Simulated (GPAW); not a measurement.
**Fe2 Cr6 Fe2 001: which magnetic order is lowest**

Aim: find out whether Fe2 Cr6 Fe2 001 carries moments, and which collinear order costs least.

Method: PBE; plane waves with GPAW's PAW setups, scalar-relativistic, in GPAW 26.7.0.

### 1. The structure

The cell holds 10 atoms: 4 Fe and 6 Cr. Cell: a = 2.884 Å, b = 2.884 Å, c = 24.913 Å, α = 90.0°, β = 90.0°, γ = 90.0°. ideal sites on the substrate's mesh, layer spacings from atomic volumes, unrelaxed, 12 A of vacuum. Vacuum lies along c.

Coordinates:

```cif
data_structure
_symmetry_space_group_name_H-M 'P 1'
_symmetry_Int_Tables_number 1
_cell_length_a 2.8840
_cell_length_b 2.8840
_cell_length_c 24.9126
_cell_angle_alpha 90.000
_cell_angle_beta 90.000
_cell_angle_gamma 90.000
_cell_volume 207.21
loop_
_atom_site_label
_atom_site_type_symbol
_atom_site_fract_x
_atom_site_fract_y
_atom_site_fract_z
_atom_site_occupancy
Fe1 Fe 0.00000 0.00000 0.24084 1
Fe2 Fe 0.50000 0.50000 0.29779 1
Cr3 Cr 0.00000 0.00000 0.35522 1
Cr4 Cr 0.50000 0.50000 0.41313 1
Cr5 Cr 0.00000 0.00000 0.47104 1
Cr6 Cr 0.50000 0.50000 0.52896 1
Cr7 Cr 0.00000 0.00000 0.58687 1
Cr8 Cr 0.50000 0.50000 0.64478 1
Fe9 Fe 0.00000 0.00000 0.70221 1
Fe10 Fe 0.50000 0.50000 0.75916 1
```

### 2. Order 1, typed as ferro ++++

The parallel start comes first: it fits the smallest cell, keeps the most symmetry and shows whether parallel moments form.

Contents of order1.py:

```python
import json
import numpy as np
from ase import Atoms
from ase.parallel import paropen, parprint
from gpaw import GPAW

atoms = Atoms(['Fe', 'Fe', 'Cr', 'Cr', 'Cr', 'Cr', 'Cr', 'Cr', 'Fe', 'Fe'],
    cell=[[2.884, 0.0, 0.0],
         [0.0, 2.884, 0.0],
         [0.0, 0.0, 24.9126]],
    scaled_positions=[[0.0, 0.0, 0.240842],
         [0.5, 0.5, 0.297789],
         [0.0, 0.0, 0.355219],
         [0.5, 0.5, 0.413131],
         [0.0, 0.0, 0.471044],
         [0.5, 0.5, 0.528956],
         [0.0, 0.0, 0.586869],
         [0.5, 0.5, 0.644781],
         [0.0, 0.0, 0.702211],
         [0.5, 0.5, 0.759158]],
    pbc=True,
    magmoms=[2.6, 2.6, 0.0, 0.0, 0.0, 0.0, 0.0, 0.0, 2.6, 2.6])
atoms.calc = GPAW(mode={'name': 'pw', 'ecut': 450},
    xc='PBE',
    kpts={'size': (20, 20, 1), 'gamma': True},
    occupations={'name': 'fermi-dirac', 'width': 0.05},
    convergence={'density': 1e-05, 'energy': 1e-05},
    maxiter=250,
    mixer={'name': 'pulay', 'beta': 0.03, 'nmaxold': 8, 'weight': 100},
    symmetry={'tolerance': 1e-4},
    txt='order1.txt')
e = atoms.get_potential_energy(force_consistent=True)
res = {'free_energy': e, 'energy_sigma0': atoms.get_potential_energy(), 'fermi_energy': atoms.calc.get_fermi_level()}
res['moments'] = atoms.get_magnetic_moments().tolist()
res['total'] = atoms.get_magnetic_moment()
parprint('site moments (muB):', np.round(res['moments'], 3))
parprint(f"total moment: {res['total']:.3f} muB")
parprint(f'free energy: {e:.6f} eV')
atoms.calc.write('order1.gpw')
with paropen('results.json', 'w') as f:
    json.dump(res, f)
```

Command:

```console
OMP_NUM_THREADS=1 mpirun -n 4 gpaw python order1.py > order1.log
```

Numbers of over 12 decimals in the logs are rounded to 6 here.

The log of the run:

```text
site moments (muB): [ 2.869  1.958 -0.756  0.337 -0.16  -0.159  0.336 -0.756  1.958  2.869]
total moment: 8.585 muB
free energy: -89.101126 eV

--- order1.txt ---
Input parameters:
  mode=PW(ecut=450),
  convergence={'density': 1e-05, 'energy': 1e-05},
  kpts=MonkhorstPack(size=(20, 20, 1), gamma=True),
  maxiter=250,
  mixer=Pulay(name='pulay', nmaxold=8, beta=0.03, weight=100, sigma=0.015, g_ss=None),
  occupations=Occupations(name='fermi-dirac', width=0.05),
  symmetry=Symmetry(tolerance=0.0001),
  xc=XC(name='PBE')

Diagonalizing LCAO Hamiltonian
Converting LCAO to pw mode
   .------.
  /|      |
 * |      |
 | |      |
 | |      |
 | |      |
 | |      |
 | |      |
 | |  Fe  |
 | |      |
 | |      |
 Fe|      |
 | |  Cr  |
 | |      |
 | |      |
 Cr|      |
 | |  Cr  |
 | |      |
 Cr|      |
 | |  Cr  |
 | |      |
 | |      |
 Cr|      |
 | |  Fe  |
 | |      |
 | |      |
 Fe|      |
 | |      |
 | |      |
 | |      |
 | |      |
 | .------.
 |/      /
 *------*

Atoms  # Å, Bohr magnetons
|   | symbol |        x |        y |         z |    initial magnetic moments |
|---|--------|----------|----------|-----------|-----------------------------|
| 0 |     Fe | 0.000000 | 0.000000 |  6.000000 | ( 0.0000,  0.0000,  2.6000) |
| 1 |     Fe | 1.442000 | 1.442000 |  7.418698 | ( 0.0000,  0.0000,  2.6000) |
| 2 |     Cr | 0.000000 | 0.000000 |  8.849429 | ( 0.0000,  0.0000,  0.0000) |
| 3 |     Cr | 1.442000 | 1.442000 | 10.292167 | ( 0.0000,  0.0000,  0.0000) |
| 4 |     Cr | 0.000000 | 0.000000 | 11.734931 | ( 0.0000,  0.0000,  0.0000) |
| 5 |     Cr | 1.442000 | 1.442000 | 13.177669 | ( 0.0000,  0.0000,  0.0000) |
| 6 |     Cr | 0.000000 | 0.000000 | 14.620433 | ( 0.0000,  0.0000,  0.0000) |
| 7 |     Cr | 1.442000 | 1.442000 | 16.063171 | ( 0.0000,  0.0000,  0.0000) |
| 8 |     Fe | 0.000000 | 0.000000 | 17.493902 | ( 0.0000,  0.0000,  2.6000) |
| 9 |     Fe | 1.442000 | 1.442000 | 18.912600 | ( 0.0000,  0.0000,  2.6000) |

Unit cell  # Å
| periodic |        x |        y |         z |   lengths |    angles |
|----------|----------|----------|-----------|-----------|-----------|
|      yes | 2.884000 | 0.000000 |  0.000000 |  2.884000 | 90.000000 |
|      yes | 0.000000 | 2.884000 |  0.000000 |  2.884000 | 90.000000 |
|      yes | 0.000000 | 0.000000 | 24.912600 | 24.912600 | 90.000000 |

Number of symmetries: 8

BZ-sampling:
  Number of BZ points: 400
  Number of IBZ points: 66

  Monkhorst-Pack size: [20, 20, 1]
  Monkhorst-Pack shift: [0.025, 0.025, 0.0]

K-points  # in reciprocal-cell coordinates
|     |                                coordinates |     weight |
|-----|--------------------------------------------|------------|
|   0 | ( -0.00000000,  -0.00000000,   0.00000000) | 0.00250000 |
|   1 | (  0.05000000,  -0.00000000,   0.00000000) | 0.01000000 |
|   2 | (  0.05000000,   0.05000000,   0.00000000) | 0.01000000 |
|   3 | (  0.10000000,  -0.00000000,   0.00000000) | 0.01000000 |
|   4 | (  0.10000000,   0.05000000,   0.00000000) | 0.02000000 |
|   5 | (  0.10000000,   0.10000000,   0.00000000) | 0.01000000 |
|   6 | (  0.15000000,  -0.00000000,   0.00000000) | 0.01000000 |
|   7 | (  0.15000000,   0.05000000,   0.00000000) | 0.02000000 |
|   8 | (  0.15000000,   0.10000000,   0.00000000) | 0.02000000 |
|   9 | (  0.15000000,   0.15000000,   0.00000000) | 0.01000000 |
| ... |                                            |            |
|  65 | (  0.50000000,   0.50000000,   0.00000000) | 0.00250000 |

Plane wave coefficients: 4529
Cutoff: 450.000000 eV

Spin-components: 2 (collinear spins)
Bands:           52
Projectors:      60
Spin-degeneracy: 1
Datatype:        complex128

Parallelization:
  kpt:    4
  domain: 1
  band:   1

Density:
  Valence electrons: 68.0
  Components: 2
  Grid points: [ 15  15 125]
  Charge: 0.0  # |e|

Potential:
  Grid points: [ 15  15 125]

species:
  Fe:
    name:    Iron
    Z:       26.0
    valence: 8
    core:    18
    charge:  0.0  # [|e|]
    compensation charges:
      type: gauss
      rc: 0.33  # [Å]
      lmax: 2
    cutoffs:
      filter: 2.06  # [Å]
      core: 2.67  # [Å]
    projectors
    | kind |    occ | energy [eV] | rcut [Å] |
    |------|--------|-------------|----------|
    |   4s |  2.000 |      -5.291 |    1.164 |
    |   4p |  0.000 |      -1.326 |    1.058 |
    |   3d |  6.000 |      -7.505 |    1.058 |
    |    s |        |      21.920 |    1.164 |
    |    p |        |      25.885 |    1.058 |
    |    d |        |      19.706 |    1.058 |

    Using partial waves for Fe as LCAO basis

  Cr:
    name:    Chromium
    Z:       24.0
    valence: 6
    core:    18
    charge:  0.0  # [|e|]
    compensation charges:
      type: gauss
      rc: 0.35  # [Å]
      lmax: 2
    cutoffs:
      filter: 2.14  # [Å]
      core: 3.04  # [Å]
    projectors
    | kind |    occ | energy [eV] | rcut [Å] |
    |------|--------|-------------|----------|
    |   4s |  1.000 |      -4.007 |    1.164 |
    |   4p |  0.000 |      -0.989 |    1.217 |
    |   3d |  5.000 |      -2.913 |    1.111 |
    |    s |        |      23.205 |    1.164 |
    |    p |        |      26.223 |    1.217 |
    |    d |        |      24.299 |    1.111 |

    Using partial waves for Cr as LCAO basis

Reference energy: -309972.083098  # eV

eigensolver:
  PPCG
  Converge bands: occupied
  niter=2

density mixing:
  Pulay-Mixer
  Linear mixing parameters: 0.03
  Old densities: 8
  Fourier metric: weight=100, sigma=0.015

occupation numbers:
  Fermi-Dirac:
    width: 0.0500  # eV

poisson solver:
  ecut: 3600.000000  # eV

xc functional:
  name: PBE with 2 nearest neighbor stencil

convergence criteria:
- Maximum integral of absolute [dens]ity change: 1e-05 electrons / valence electron
- Maximum [total energy] change in last 3 cyles: 1e-05 eV / valence electron
- Maximum integral of absolute [eigenst]ate change: 4e-08 eV^2 / valence electron
maximum number of iterations: 250

SCF iterations
|iter     |      energy | eigst |  dens |  magmom |
|---------|-------------|-------|-------|---------|
|iter:   1|       0s | -107.490515 | +0.66 |       | +10.4278|
|iter:   2|      20s | -102.892476 | -0.59 | -0.48 | +10.3359|
|iter:   3|      41s | -100.119206 | -0.88 | -0.56 | +10.3358|
|iter:   4|      62s |  -96.253397 | -0.95 | -0.60 | +10.2523|
|iter:   5|      83s |  -93.620231 | -1.28 | -0.70 | +10.1923|
|iter:   6|     104s |  -90.838746 | -0.55 | -0.76 | +10.0271|
|iter:   7|     125s |  -89.146157 | -1.22 | -0.86 |  +9.9681|
|iter:   8|     145s |  -88.887467 | -1.54 | -1.11 |  +9.9142|
|iter:   9|     166s |  -88.839914 | -2.12 | -1.22 |  +9.8900|
|iter:  10|     187s |  -88.912840 | -1.92 | -1.27 |  +9.8542|
[... 126 iterations left out ...]
|iter: 137|    2721s |  -89.048328c| -7.64c| -4.69 |  +8.5849|
|iter: 138|    2731s |  -89.048330c| -7.96c| -4.81 |  +8.5846|
|iter: 139|    2741s |  -89.048330c| -8.35c| -4.87 |  +8.5846|
|iter: 140|    2751s |  -89.048330c| -8.60c| -4.89 |  +8.5847|
|iter: 141|    2760s |  -89.048330c| -8.91c| -4.93 |  +8.5847|
|iter: 142|    2770s |  -89.048330c| -8.95c| -4.95 |  +8.5846|
|iter: 143|    2780s |  -89.048331c| -9.09c| -4.97 |  +8.5846|
|iter: 144|    2789s |  -89.048330c| -9.21c| -4.97 |  +8.5846|
|iter: 145|    2799s |  -89.048330c| -8.50c| -4.98 |  +8.5847|
|iter: 146|    2809s |  -89.048331c| -8.58c| -5.06c|  +8.5846|

Converged in 146 steps
Energy contributions relative to reference atoms: (reference = -309972.083098)

Energy contributions:
  Kinetic:         -88.317496
  Coulomb:          52.684585
  Zero:              1.819623
  External:          0.000000
  Xc:              -55.182248
  Entropy:          -0.105589
  Spinorbit:         0.000000
  ----------------------------
  Free energy:     -89.101126
  Extrapolated:    -89.048331

dipole moment: (-35.481926, -35.481926, 0.000320)  # |e|*Ang

Total magnetic moment: (0.000000, 0.000000, 8.584592)

Local magnetic moments
|        x |        y |         z |
|----------|----------|-----------|
| 0.000000 | 0.000000 |  2.868870 |  # Fe   0
| 0.000000 | 0.000000 |  1.957793 |  # Fe   1
| 0.000000 | 0.000000 | -0.756372 |  # Cr   2
| 0.000000 | 0.000000 |  0.336652 |  # Cr   3
| 0.000000 | 0.000000 | -0.159723 |  # Cr   4
| 0.000000 | 0.000000 | -0.158715 |  # Cr   5
| 0.000000 | 0.000000 |  0.335772 |  # Cr   6
| 0.000000 | 0.000000 | -0.755691 |  # Cr   7
| 0.000000 | 0.000000 |  1.957687 |  # Fe   8
| 0.000000 | 0.000000 |  2.868882 |  # Fe   9

Fermi level: 4.555
Eigenvalues  # (at kpt = [-0.000, -0.000, 0.000])
| band index |      eig [eV] | occ [0-1] |      eig [eV] | occ [0-1] |
|------------|---------------|-----------|---------------|-----------|
|          0 |        -3.171 |     1.000 |        -3.168 |     1.000 |
|        ... |               |           |               |           |
|         28 |         3.025 |     1.000 |         4.201 |     0.999 |
|         29 |         3.467 |     1.000 |         4.311 |     0.993 |
|         30 |         3.478 |     1.000 |         4.493 |     0.774 |
|         31 |         3.656 |     1.000 |         4.493 |     0.774 |
|         32 |         3.656 |     1.000 |         4.654 |     0.121 |
|         33 |         3.702 |     1.000 |         4.718 |     0.037 |
|         34 |         3.702 |     1.000 |         4.721 |     0.035 |
|         35 |         3.884 |     1.000 |         4.930 |     0.001 |
|         36 |         3.920 |     1.000 |         4.978 |     0.000 |
|         37 |         4.208 |     0.999 |         5.143 |     0.000 |
|         38 |         4.208 |     0.999 |         5.143 |     0.000 |
|         39 |         4.321 |     0.991 |         5.296 |     0.000 |
|         40 |         4.730 |     0.029 |         5.394 |     0.000 |
|         41 |         4.732 |     0.028 |         5.487 |     0.000 |
|         42 |         4.752 |     0.019 |         5.567 |     0.000 |
|         43 |         4.985 |     0.000 |         5.593 |     0.000 |
|        ... |               |           |               |           |
|         51 |         6.013 |     0.000 |         6.429 |     0.000 |

No gap
No difference between direct/indirect transitions
```

It took 47 min on 4 MPI ranks of Arm Neoverse N1, shared host; peak memory 1.5 GiB.

Spin moment in the augmentation sphere by atom:

```csv
atom,spin moment in the augmentation sphere (μB)
Fe1,2.87
Fe2,1.96
Cr3,-0.76
Cr4,0.34
Cr5,-0.16
Cr6,-0.16
Cr7,0.34
Cr8,-0.76
Fe9,1.96
Fe10,2.87
```

This step gave:

```yaml
magnetization: 8.585 μB
final_state: ferrimagnetic
```

After 146 cycles the largest moment stands at 2.87 μB.

### 3. Order 2, typed as antiferro ++--

An opposed order shows whether the pairs that it reverses prefer unlike signs.

order2.py is the script of step 2 with these lines changed:

```diff
@@ -21,3 +21,3 @@
     pbc=True,
-    magmoms=[2.6, 2.6, 0.0, 0.0, 0.0, 0.0, 0.0, 0.0, 2.6, 2.6])
+    magmoms=[2.6, 2.6, 0.0, 0.0, 0.0, 0.0, 0.0, 0.0, -2.6, -2.6])
 atoms.calc = GPAW(mode={'name': 'pw', 'ecut': 450},
@@ -30,3 +30,3 @@
     symmetry={'tolerance': 1e-4},
-    txt='order1.txt')
+    txt='order2.txt')
 e = atoms.get_potential_energy(force_consistent=True)
@@ -38,3 +38,3 @@
 parprint(f'free energy: {e:.6f} eV')
-atoms.calc.write('order1.gpw')
+atoms.calc.write('order2.gpw')
 with paropen('results.json', 'w') as f:
```

Command:

```console
OMP_NUM_THREADS=1 mpirun -n 4 gpaw python order2.py > order2.log
```

The log of the run:

```text
Input parameters:
  mode=PW(ecut=450),
  convergence={'density': 1e-05, 'energy': 1e-05},
  kpts=MonkhorstPack(size=(20, 20, 1), gamma=True),
  maxiter=250,
  mixer=Pulay(name='pulay', nmaxold=8, beta=0.03, weight=100, sigma=0.015, g_ss=None),
  occupations=Occupations(name='fermi-dirac', width=0.05),
  symmetry=Symmetry(tolerance=0.0001),
  xc=XC(name='PBE')

Diagonalizing LCAO Hamiltonian
Converting LCAO to pw mode
   .------.
  /|      |
 * |      |
 | |      |
 | |      |
 | |      |
 | |      |
 | |      |
 | |  Fe  |
[...]
Fe|      |
 | |  Cr  |
[...]
Cr|      |
 | |  Cr  |
[...]
Cr|      |
 | |  Cr  |
[...]
Cr|      |
 | |  Fe  |
[...]
Fe|      |
 | |      |
 | |      |
 | |      |
 | |      |
 | .------.
 |/      /
 *------*

Atoms  # Å, Bohr magnetons
|   | symbol |        x |        y |         z |    initial magnetic moments |
|---|--------|----------|----------|-----------|-----------------------------|
| 0 |     Fe | 0.000000 | 0.000000 |  6.000000 | ( 0.0000,  0.0000,  2.6000) |
| 1 |     Fe | 1.442000 | 1.442000 |  7.418698 | ( 0.0000,  0.0000,  2.6000) |
| 2 |     Cr | 0.000000 | 0.000000 |  8.849429 | ( 0.0000,  0.0000,  0.0000) |
| 3 |     Cr | 1.442000 | 1.442000 | 10.292167 | ( 0.0000,  0.0000,  0.0000) |
| 4 |     Cr | 0.000000 | 0.000000 | 11.734931 | ( 0.0000,  0.0000,  0.0000) |
| 5 |     Cr | 1.442000 | 1.442000 | 13.177669 | ( 0.0000,  0.0000,  0.0000) |
| 6 |     Cr | 0.000000 | 0.000000 | 14.620433 | ( 0.0000,  0.0000,  0.0000) |
| 7 |     Cr | 1.442000 | 1.442000 | 16.063171 | ( 0.0000,  0.0000,  0.0000) |
| 8 |     Fe | 0.000000 | 0.000000 | 17.493902 | ( 0.0000,  0.0000, -2.6000) |
| 9 |     Fe | 1.442000 | 1.442000 | 18.912600 | ( 0.0000,  0.0000, -2.6000) |

Number of symmetries: 8

BZ-sampling:
  Number of BZ points: 400
  Number of IBZ points: 66

  Monkhorst-Pack size: [20, 20, 1]
  Monkhorst-Pack shift: [0.025, 0.025, 0.0]

Plane wave coefficients: 4529
Cutoff: 450.000000 eV

Spin-components: 2 (collinear spins)
Bands:           45
Projectors:      60
Spin-degeneracy: 1
Datatype:        complex128

Parallelization:
  kpt:    4
  domain: 1
  band:   1

Density:
  Valence electrons: 68.0
  Components: 2
  Grid points: [ 15  15 125]
  Charge: 0.0  # |e|

Potential:
  Grid points: [ 15  15 125]

[... setups left out ...]
Reference energy: -309972.083098  # eV

convergence criteria:
- Maximum integral of absolute [dens]ity change: 1e-05 electrons / valence electron
- Maximum [total energy] change in last 3 cyles: 1e-05 eV / valence electron
- Maximum integral of absolute [eigenst]ate change: 4e-08 eV^2 / valence electron
maximum number of iterations: 250

SCF iterations
|iter     |      energy | eigst |  dens |  magmom |
|---------|-------------|-------|-------|---------|
|iter:   1|       0s | -107.485967 | +0.67 |       |  -0.0000|
|iter:   2|      17s | -102.764930 | -0.36 | -0.48 |  +0.0000|
|iter:   3|      35s |  -99.950430 | -0.61 | -0.56 |  +0.0000|
|iter:   4|      53s |  -96.093046 | -0.71 | -0.60 |  +0.0001|
|iter:   5|      71s |  -93.314290 | -1.16 | -0.70 |  -0.0005|
|iter:   6|      89s |  -91.272411 | -0.53 | -0.78 |  +0.0090|
[...]
[... 214 iterations left out ...]
[...]
|iter: 231|    4092s |  -89.169256 | -2.36 | -2.18 |  +0.0016|
|iter: 232|    4110s |  -89.148765 | -2.42 | -2.24 |  +0.0017|
|iter: 233|    4128s |  -89.144066 | -3.14 | -2.13 |  +0.0010|
|iter: 234|    4145s |  -89.133982 | -2.78 | -2.15 |  +0.0008|
```

It took 70 min on 4 MPI ranks; peak memory 1.4 GiB.

The run was cut off at its time limit.

It was cut off while still iterating. More time helps where the residual falls; where it has stalled, the mixing must change.

### 4. Order 3, typed as no spin polarisation

A run without seeds gives the energy of the state without moments.

nospin.py is the script of step 3 with these lines changed:

```diff
@@ -20,4 +20,3 @@
          [0.5, 0.5, 0.759158]],
-    pbc=True,
-    magmoms=[2.6, 2.6, 0.0, 0.0, 0.0, 0.0, 0.0, 0.0, -2.6, -2.6])
+    pbc=True)
 atoms.calc = GPAW(mode={'name': 'pw', 'ecut': 450},
@@ -30,11 +29,7 @@
     symmetry={'tolerance': 1e-4},
-    txt='order2.txt')
+    txt='nospin.txt')
 e = atoms.get_potential_energy(force_consistent=True)
 res = {'free_energy': e, 'energy_sigma0': atoms.get_potential_energy(), 'fermi_energy': atoms.calc.get_fermi_level()}
-res['moments'] = atoms.get_magnetic_moments().tolist()
-res['total'] = atoms.get_magnetic_moment()
-parprint('site moments (muB):', np.round(res['moments'], 3))
-parprint(f"total moment: {res['total']:.3f} muB")
 parprint(f'free energy: {e:.6f} eV')
-atoms.calc.write('order2.gpw')
+atoms.calc.write('nospin.gpw')
 with paropen('results.json', 'w') as f:
```

Command:

```console
OMP_NUM_THREADS=1 mpirun -n 4 gpaw python nospin.py > nospin.log
```

The log of the run:

```text
free energy: -86.593330 eV

--- nospin.txt ---
Input parameters:
  mode=PW(ecut=450),
  convergence={'density': 1e-05, 'energy': 1e-05},
  kpts=MonkhorstPack(size=(20, 20, 1), gamma=True),
  maxiter=250,
  mixer=Pulay(name='pulay', nmaxold=8, beta=0.03, weight=100, sigma=0.015, g_ss=None),
  occupations=Occupations(name='fermi-dirac', width=0.05),
  symmetry=Symmetry(tolerance=0.0001),
  xc=XC(name='PBE')

[...]
|          0 |        -3.511 |     2.000 |
|        ... |               |           |
|         28 |         3.487 |     2.000 |
|         29 |         3.487 |     2.000 |
|         30 |         3.756 |     1.998 |
|         31 |         3.768 |     1.998 |
[...]
|         41 |         4.607 |     0.000 |
|         42 |         4.607 |     0.000 |
|         43 |         4.771 |     0.000 |
|         44 |         4.933 |     0.000 |

No gap
No difference between direct/indirect transitions


[key lines of the parts left out:]
Free energy:     -86.593330
Converged in 78 steps
dipole moment: (-35.516947, -35.516947, 0.000322)  # |e|*Ang
Fermi level: 4.106
```

Wall time 9.5 min (4 MPI ranks); peak memory 1.1 GiB.

This step gave:

```yaml
final_state: non-magnetic (no spin polarisation)
```

It lies 627 meV a seeded atom over the first start.

### 5. Energies of the orders

These are free energies at a smearing of 0.05 eV, so its entropy term is in the differences. They are divided by the number of seeded atoms, so that cells of unlike size compare.

Orders:

```csv
start,final state,typed order kept,energy over the lowest (meV a seeded atom),largest site moment (μB),net moment (μB a primitive cell),mesh matched,CPU time (s)
ferro ++++,ferrimagnetic,yes,0,2.869,8.585,yes,11375
no spin polarisation,non-magnetic,-,626.9,0,0,yes,2283
```

### 6. Summary of results

```json
{"lower run": "with moments", "largest site moment": "2.87 μB", "next state": "non-magnetic, 627 meV a seeded atom higher", "energy gained by spin polarisation": "627 meV a seeded atom"}
```

**Reading.** No opposed order could be compared. The parallel start holds moments up to 2.87 μB. 1 start gave no converged result and is missing from the ranking; a lower order may hide there. No antiferromagnetic order was obtained from a start of its own, but moments turned against each other within the cell by themselves.

[Logs and program files are shortened in this print: banners, set-up blocks, solver, clock and traceback lines can be left out without a mark of their own.]

[Logs are printed without paths, hosts, clocks, repeated set-up lines and the standing remarks that a program may print on its own settings, such as how far it seeks lower states.]

[Hosts, paths, dates, database ids (printed as entryN), source tags and the programs' standing remarks are cut or masked in the printed files.]

[Where a cell is said to come from a database of computed structures, the database is the Materials Project.]
